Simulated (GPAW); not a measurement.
Consider TiTe2 (P-3m1).

```
Te Ti
1.0
     3.77700    0.00000    0.00000
    -1.88850    3.27098    0.00000
     0.00000    0.00000    6.49800
Te Ti
2 1
Direct
  0.33333 0.66667 0.73720
  0.66667 0.33333 0.26280
  0.00000 0.00000 0.00000
```

Absorber: atom 1, with 3 Ti at 2.77 Å (pyramidal, site symmetry 3m). Method: GPAW, PBE, excited-electron core hole (neutral cell), 9-atom cell with 6.5 Å between holes, 4×4×4 k points, dipole transitions, Gaussian full width 9.89 eV.

**Question.** Predict the near-edge structure at the Te K edge.

Main maxima up to 27 eV above the zero (height): 11.2 eV (1.16). A K edge sees empty p states on the absorber. 

The Te K spectrum (energy from the lowest empty level; intensity scaled to a mean of 1 over the first 20 eV; polarised curves are means over the symmetry-equivalent atoms):

```
E (eV)  isotropic  ε ⊥ c  ε ∥ c
 -2.00       0.35   0.38   0.31
 -1.25       0.42   0.45   0.38
 -0.50       0.49   0.51   0.45
  0.25       0.56   0.58   0.52
  1.00       0.63   0.65   0.60
  1.75       0.70   0.71   0.67
  2.50       0.76   0.77   0.75
  3.25       0.82   0.82   0.82
  4.00       0.88   0.87   0.88
  4.75       0.93   0.92   0.94
  5.50       0.97   0.97   0.99
  6.25       1.02   1.01   1.04
  7.00       1.06   1.05   1.07
  7.75       1.09   1.08   1.10
  8.50       1.12   1.11   1.13
  9.25       1.14   1.14   1.14
 10.00       1.16   1.16   1.15
 10.75       1.16   1.17   1.15
 11.50       1.16   1.17   1.15
 12.25       1.16   1.17   1.14
 13.00       1.14   1.15   1.12
 13.75       1.12   1.13   1.10
 14.50       1.10   1.11   1.08
 15.25       1.08   1.09   1.06
 16.00       1.05   1.06   1.04
 16.75       1.03   1.04   1.02
 17.50       1.02   1.02   1.01
 18.25       1.00   1.00   1.01
 19.00       1.00   0.99   1.01
 19.75       1.00   0.99   1.02
 20.50       1.01   0.99   1.03
 21.25       1.02   1.00   1.05
 22.00       1.03   1.01   1.07
 22.75       1.05   1.03   1.10
 23.50       1.07   1.05   1.12
 24.25       1.10   1.07   1.14
 25.00       1.12   1.10   1.15
 25.75       1.14   1.12   1.16
 26.50       1.16   1.15   1.17
 27.25       1.17   1.17   1.17
 28.00       1.18   1.18   1.17
 28.75       1.18   1.19   1.17
 29.50       1.18   1.19   1.15
 30.25       1.17   1.19   1.14
 31.00       1.16   1.17   1.12
 31.75       1.13   1.15   1.10
```

The script folds with a Gaussian, whereas the core hole's own line is a Lorentzian, so the onset is too steep and the first peak too high. The unit cell's mesh shows no gap over 0.35 eV. That is right for a metallic compound; for a small-gap or correlated insulator it would be the fault of the functional or of the assumed magnetic order, and the hole would be screened too well. The structure is a published determination, not relaxed.

[Banner, clock and machine lines of the logs are left out without a mark of their own.]

[Logs are printed without paths, hosts, clocks, repeated set-up lines and the standing remarks that a program may print on its own settings, such as how far it seeks lower states.]

[Hosts, paths, dates, database ids (printed as entryN), source tags and the programs' standing remarks are cut or masked in the printed files.]

[Lists of maxima count a maximum above −3 eV only where it reaches 4 % of the highest in the window and stands out from its surroundings by 2 % of it (1.5 % where it reaches 55 %); shoulders and weaker maxima are passed over, and of the rest the first, up to two pre-edge ones and the few strongest are named.]
